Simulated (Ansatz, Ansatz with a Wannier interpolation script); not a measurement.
# Settings in Wannier-interpolated G0W0: Si3N4 (P6_3/m), part 2 of 2

Aim: vary the Wannier model and the GW settings for Si3N4 (P6_3/m) and see what the interpolated bands lose.

Ansatz 0.2.0; maximally localised Wannier functions, LDA, plane waves, PAW. Known limits of the many-body steps: not at the basis limit; coarse k mesh.

So far. Step 4 (Wannier model on 3×3×6): Near the gap the model misses directly solved bands by 6.1 meV r.m.s. and by 54 meV at most in the window tested. This tests the starting bands, not the corrections carried with them.

## (5) A faulty Wannier input

The input, input.yaml:

```yaml
crystal:
  lattice:
    - [7.6044, 0.0, 0.0]
    - [-3.8022, 6.5856035805, 0.0]
    - [0.0, 0.0, 2.9063]
  atoms:
    - { symbol: Si, position: [0.768477, 0.174557, 0.25] }
    - { symbol: Si, position: [0.59392, 0.768477, 0.75] }
    - { symbol: Si, position: [0.825443, 0.59392, 0.25] }
    - { symbol: Si, position: [0.231523, 0.825443, 0.75] }
    - { symbol: Si, position: [0.40608, 0.231523, 0.25] }
    - { symbol: Si, position: [0.174557, 0.40608, 0.75] }
    - { symbol: "N", position: [0.0305, 0.33024, 0.25] }
    - { symbol: "N", position: [0.70026, 0.0305, 0.75] }
    - { symbol: "N", position: [0.66976, 0.70026, 0.25] }
    - { symbol: "N", position: [0.9695, 0.66976, 0.75] }
    - { symbol: "N", position: [0.29974, 0.9695, 0.25] }
    - { symbol: "N", position: [0.33024, 0.29974, 0.75] }
    - { symbol: "N", position: [0.6666666667, 0.3333333333, 0.25] }
    - { symbol: "N", position: [0.3333333333, 0.6666666667, 0.75] }
kpoints:
  mp_grid: { grid: [3, 3, 6] }
hamiltonian:
  xc: lda
scf:
  occupations: { method: fixed }
  n_extra_bands: 77
output:
  wannier:
    kmesh: [3, 3, 6]
    projections:
      - { species: "N", l: p, shell: 2 }
      - { species: Si, l: s, shell: 3 }
      - { species: Si, l: p, shell: 3 }
    minimise: true
    write_hr: true
    seedname: w
    conv_tol: 1.0e-07
    max_iter: 4000
    disentanglement:
      window: [-1.97, 26.46]
      frozen_window: [-1.97, 25.96]
      conv_tol: 1.0e-08
```

Launch:

```console
> ansatz run input.yaml --threads 3 --pin off --max-ram 92160MiB --backend cuda --events-out ev --progress --plain --runs-dir out --devices 1 --max-vram 13GiB  # rebuilt from the run's record
```

Numbers of over 12 decimals in the logs are rounded to 6 here.

The log of the run:

```text
scf.n_extra_bands = 77 over 32 filled bands (N_el = 64.0): the run solves 109 bands
GPUs: using 1 of 1 available (devices: 1).
Engine: ansatz 0.2.0, x86_64-unknown-linux-gnu
Pseudopotentials: kind: paw
Pseudopotential: Si, paw, valence charge 4, recommended cutoff 420 eV (normal), Si.paw.azcp
Pseudopotential: N, paw, valence charge 5, recommended cutoff 420 eV (normal), N.paw.azcp
Functional definition: SPW92
  exchange = slater_x
  correlation = pw_c
device memory: the entry about to start is reckoned to put 4.4 GiB on a device that reports 46.7 GiB free (of which the cap on the GPU budget leaves the run 13.0 GiB)
GPU FFT provider: cuFFT
GPU libraries: cuBLAS 13.8.2, cuFFT 12.4.0, cuSOLVER 12.3.4
Crystal: 14 atoms, lattice volume = 145.546 Å³
Basis set: ecut = 420 eV, 2823 PW (Γ)
Bands: 109, of which v1, the nominal top of the filled ones, is band 32 counted from 1 (31 counted from 0)
Symmetry: 12 space group operations
Space group: P63/m (ITA 176), of the structure as read, at distance tolerance 5.3e-5 Å
k-points: 12 of 54
Non-local potential: Si, projectors of the file, l = 0: 2, l = 1: 2, l = 2: 2
Non-local potential: N, projectors of the file, l = 0: 2, l = 1: 2, l = 2: 1
PAW form: soft (Blöchl's): semilocal exchange-correlation on the pseudo side does not see the compensation charge
PAW frozen core: Si, regenerated for the run's functional, and the local potential with it (the file was generated under x = pbe(κ = 0.804, μ = 0.219515), c = pbe(β = 0.066725))
PAW frozen core: N, regenerated for the run's functional, and the local potential with it (the file was generated under x = pbe(κ = 0.804, μ = 0.219515), c = pbe(β = 0.066725))
[...]
NSCF: frozen V_eff on 15 k-points
the Wannier pass solved 15 of the 54 points of its mesh, and has the states at the others by symmetry: states obtained by the crystal's operations at points that were solved too leave a residual of 3.17e-13 eV (read by the count's bands and the next), within 8.33e-6 eV
SCF converged after 7 iterations
Free energy (F): -6660.687872 eV
Harris-Foulkes:  -6660.687872 eV  (|F-HF|=2.96e-9)
Internal energy: -6660.687872 eV  (E = F + TS)
E sigma→0 (E₀):  -6660.687872 eV
Fermi energy:    8.021957 eV
--- Per-component energies (eV) ---
  E_band       = 47.745484
  E_kinetic    = 1349.015676
  E_local      = -2160.137350  (includes V_loc(G=0)·N_el)
  E_nonlocal   = 527.916957
  E_hartree    = 712.701350
  E_xc         = -818.153725
  E_vxc        = -909.044196  (∫ρ·V_xc dr)
  E_paw        = -3868.225543  (= ΣΔE_a)
  E_vpaw       = -185.410784  (= ΣTr[D̂ρ^β])
  E_aug_tail   = 0.000795  (compensation charges beyond the density's cutoff)
  E_ewald      = -2404.952369
  E_core_change = 1.146337  (= ΣΔE_core)
  E_smearing   = -0.000000  (= −TS)
  E_closure    = -0.000000  (closes the sum)
  Σ components = -6660.687872   (vs F -6660.687872, Δ=0.00e0)
--- Band table (eV; the first three rows and the last of 12) ---
  k-point 0: bands = [... 28 lower, 6.7067, 7.5480, 7.6216, 7.8188, 12.1745, 12.6190, 12.7789, 12.7789, ... 73 higher]
  k-point 1: bands = [... 28 lower, 6.7329, 6.7329, 6.8547, 8.0220, 13.5424, 13.8463, 13.8463, 14.0232, ... 73 higher]
  k-point 2: bands = [... 28 lower, 6.2899, 6.5538, 6.5538, 7.6785, 12.9196, 12.9196, 13.8261, 13.8261, ... 73 higher]
  k-point 11: bands = [... 28 lower, 6.5861, 6.5861, 6.8866, 6.8866, 12.8985, 12.8985, 13.6759, 13.6759, ... 73 higher]
WARN: one of the run's output files is refused, and neither it nor the files that depend on it are written in full: <dir> frozen window holds 66 > num_wann = 48 bands at ik = 0 (ik counts from 0, the k-points of the .win, .mmn and .eig files from 1)
```

Elapsed: 5.7 s, on 1 × NVIDIA H100 80GB HBM3 (shared by 6 runs) with 3 threads of AMD EPYC 7R13 (Zen 3), shared host; peak memory 1 GiB.

The run ended with an error after its SCF cycle had converged; no result of it is taken.

The fault put into this input: a frozen window with more states than functions.

## (6) G0W0: 3×3×6 mesh, 607 empty bands, screening to 150 eV

Now the one-shot GW correction: screening in the RPA, then the self-energy of the levels asked for.

This step: G0W0 on LDA, plane waves, PAW.

input.yaml, the sections that differ from step 5:

```yaml
scf:
  occupations: { method: fixed }
gw:
  n_empty_bands: 607
  ecut_chi: 150.0
  qp_bands: [v24, c12]
  screening: { model: contour_deformation }
# crystal, kpoints, hamiltonian: as in step 5
# output: removed
```

The log of the run:

```text
GPUs: using 1 of 1 available (devices: 1).
[...]
GPU FFT provider: cuFFT
GPU libraries: cuBLAS 13.8.2, cuFFT 12.4.0, cuSOLVER 12.3.4
Crystal: 14 atoms, lattice volume = 145.546 Å³
Basis set: ecut = 420 eV, 2823 PW (Γ)
Bands: 46, of which v1, the nominal top of the filled ones, is band 32 counted from 1 (31 counted from 0)
Symmetry: 12 space group operations
[...]
k-points: 12 of 54
[...]
0    16      2.9879   -20.1258     4.1804   -14.7945  0.7526     1.8109     1.8370  root
[...]
11    41     14.4925    -7.3853    -4.7392   -13.2488  0.8242    15.6263    15.6168  root
    11    42     14.4925    -7.3853    -4.7392   -13.2488  0.8242    15.6263    15.6168  root
    11    43     15.4863    -7.0934    -4.9894   -13.3145  0.8180    16.7317    16.7180  root
    11    44     15.4863    -7.0934    -4.9894   -13.3145  0.8180    16.7317    16.7180  root
[key lines of the parts left out:]
SCF converged after 7 iterations
Free energy (F): -6660.687872 eV
Fermi energy:    8.021936 eV
```

Elapsed: 73 s, on 1 × NVIDIA H100 80GB HBM3 (shared by 6 runs) with 3 threads; peak memory 2 GiB.

The G0W0 gap on the mesh is 6.030 eV.

## (7) G0W0: 3×3×3 mesh, 607 empty bands, screening to 150 eV

input.yaml, as its differences from that of step 6:

```diff
@@ -21,3 +21,3 @@
 kpoints:
-  mp_grid: { grid: [3, 3, 6] }
+  mp_grid: { grid: [3, 3, 3] }
 hamiltonian:
```

The log of the run:

```text
GPUs: using 1 of 1 available (devices: 1).
[...]
GPU FFT provider: cuFFT
GPU libraries: cuBLAS 13.8.2, cuFFT 12.4.0, cuSOLVER 12.3.4
Crystal: 14 atoms, lattice volume = 145.546 Å³
Basis set: ecut = 420 eV, 2823 PW (Γ)
Bands: 46, of which v1, the nominal top of the filled ones, is band 32 counted from 1 (31 counted from 0)
Symmetry: 12 space group operations
[...]
k-points: 6 of 27
[...]
0    16      2.9976   -20.1003     4.1793   -14.7824  0.7539     1.8351     1.8589  root
[...]
5    41     15.5141    -8.0534    -5.0054   -14.2799  0.8139    16.7487    16.7351  root
     5    42     15.6919    -6.8776    -4.9868   -13.0062  0.8112    16.8477    16.8336  root
     5    43     16.1319    -7.5502    -5.1926   -14.0003  0.8088    17.4059    17.3894  root
     5    44     16.1319    -7.5502    -5.1926   -14.0003  0.8088    17.4059    17.3894  root
[key lines of the parts left out:]
SCF converged after 7 iterations
Free energy (F): -6660.381115 eV
Fermi energy:    7.839798 eV
```

Run time: 18 s. Hardware: 1 × NVIDIA H100 80GB HBM3 (shared by 6 runs) with 3 threads; peak memory 1.6 GiB; 30 s of CPU time.

The G0W0 gap on the mesh is 6.273 eV.

## (8) G0W0: 3×3×6 mesh, 282 empty bands, screening to 90 eV, plasmon pole

input.yaml, as its differences from that of step 7:

```diff
@@ -21,3 +21,3 @@
 kpoints:
-  mp_grid: { grid: [3, 3, 3] }
+  mp_grid: { grid: [3, 3, 6] }
 hamiltonian:
@@ -27,5 +27,5 @@
 gw:
-  n_empty_bands: 607
-  ecut_chi: 150.0
+  n_empty_bands: 282
+  ecut_chi: 90
   qp_bands: [v24, c12]
-  screening: { model: contour_deformation }
+  screening: { model: godby_needs }
```

The log of the run:

```text
GPUs: using 1 of 1 available (devices: 1).
[...]
GPU FFT provider: cuFFT
GPU libraries: cuBLAS 13.8.2, cuFFT 12.4.0, cuSOLVER 12.3.4
Crystal: 14 atoms, lattice volume = 145.546 Å³
Basis set: ecut = 420 eV, 2823 PW (Γ)
Bands: 46, of which v1, the nominal top of the filled ones, is band 32 counted from 1 (31 counted from 0)
Symmetry: 12 space group operations
[...]
k-points: 12 of 54
[...]
0    16      2.9879   -20.1258     4.2990   -14.7945  0.7981     1.9315     1.9556  root
[...]
11    41     14.4925    -7.3853    -4.5423   -13.2488  0.8332    15.8229    15.8137  root
    11    42     14.4925    -7.3853    -4.5423   -13.2488  0.8332    15.8229    15.8137  root
    11    43     15.4863    -7.0934    -4.7550   -13.3145  0.8294    16.9645    16.9524  root
    11    44     15.4863    -7.0934    -4.7550   -13.3145  0.8294    16.9645    16.9524  root
[key lines of the parts left out:]
SCF converged after 7 iterations
Free energy (F): -6660.687872 eV
Fermi energy:    8.021936 eV
```

Run time: 86 s. Hardware: 1 × NVIDIA H100 80GB HBM3 (shared by 6 runs) with 3 threads; peak memory 2 GiB; 3.4 min of CPU time.

The G0W0 gap on the mesh is 5.829 eV.

## (9) Interpolated results

Times are wall times on 1 × NVIDIA H100 80GB HBM3 (shared by 6 runs) with 3 threads of AMD EPYC 7R13 (Zen 3), shared host, good to a factor of about two.

| GW mesh | empty bands | cutoff (eV) | frequency | gap on mesh (eV) | gap over zone (eV) | direct gap (eV) | valence width (eV) | GW time |
| --- | --- | --- | --- | --- | --- | --- | --- | --- |
| 3×3×6 | 607 | 150 | contour deformation | 6.030 | 6.030 | 6.266 | 10.255 | 73 s |
| 3×3×3 | 607 | 150 | contour deformation | 6.273 | 6.052 | 6.296 | 10.249 | 18 s |
| 3×3×6 | 282 | 90 | plasmon pole | 5.829 | 5.829 | 6.081 | 10.581 | 86 s |

## (10) Outcome

```json
{"3×3×6 mesh, 607 empty bands, screening to 150 eV": "6.03 eV", "3×3×3 mesh, 607 empty bands, screening to 150 eV": "6.05 eV", "3×3×6 mesh, 282 empty bands, screening to 90 eV, plasmon pole": "5.83 eV"}
```

**Reading.** The largest change, −0.20 eV in the gap over the zone, comes with 3×3×6 mesh, 282 empty bands, screening to 90 eV, plasmon pole. The first run is a reference, not a converged one, and where a row moves several settings no single cause can be named. Rows on another GW mesh add that mesh's corrections to the bands of the one model. With 3×3×3 mesh, 607 empty bands, screening to 150 eV the gap over the zone moves by +0.02 eV and that on the mesh by +0.24 eV. With 3×3×6 mesh, 282 empty bands, screening to 90 eV, plasmon pole the gap over the zone moves by −0.20 eV and that on the mesh by −0.20 eV. Gaps over the zone and on the mesh differ where an edge lies off the mesh, or where a GW run starts from another density: the starting gap over the zone is 4.152 eV, on the GW meshes it is 4.153 eV and 4.332 eV.

[Paths, hosts, dates, memory and timing lines, banners, echoed tables and standing remarks are left out of the program output.]

[Logs are printed without paths, hosts, clocks, repeated set-up lines and the standing remarks that a program may print on its own settings, such as how far it seeks lower states.]

[Runs of the session that timed out or met a known fault of the program may be left out.]

[Hosts, paths, dates, database ids (printed as entryN), source tags and the programs' standing remarks are cut or masked in the printed files.]
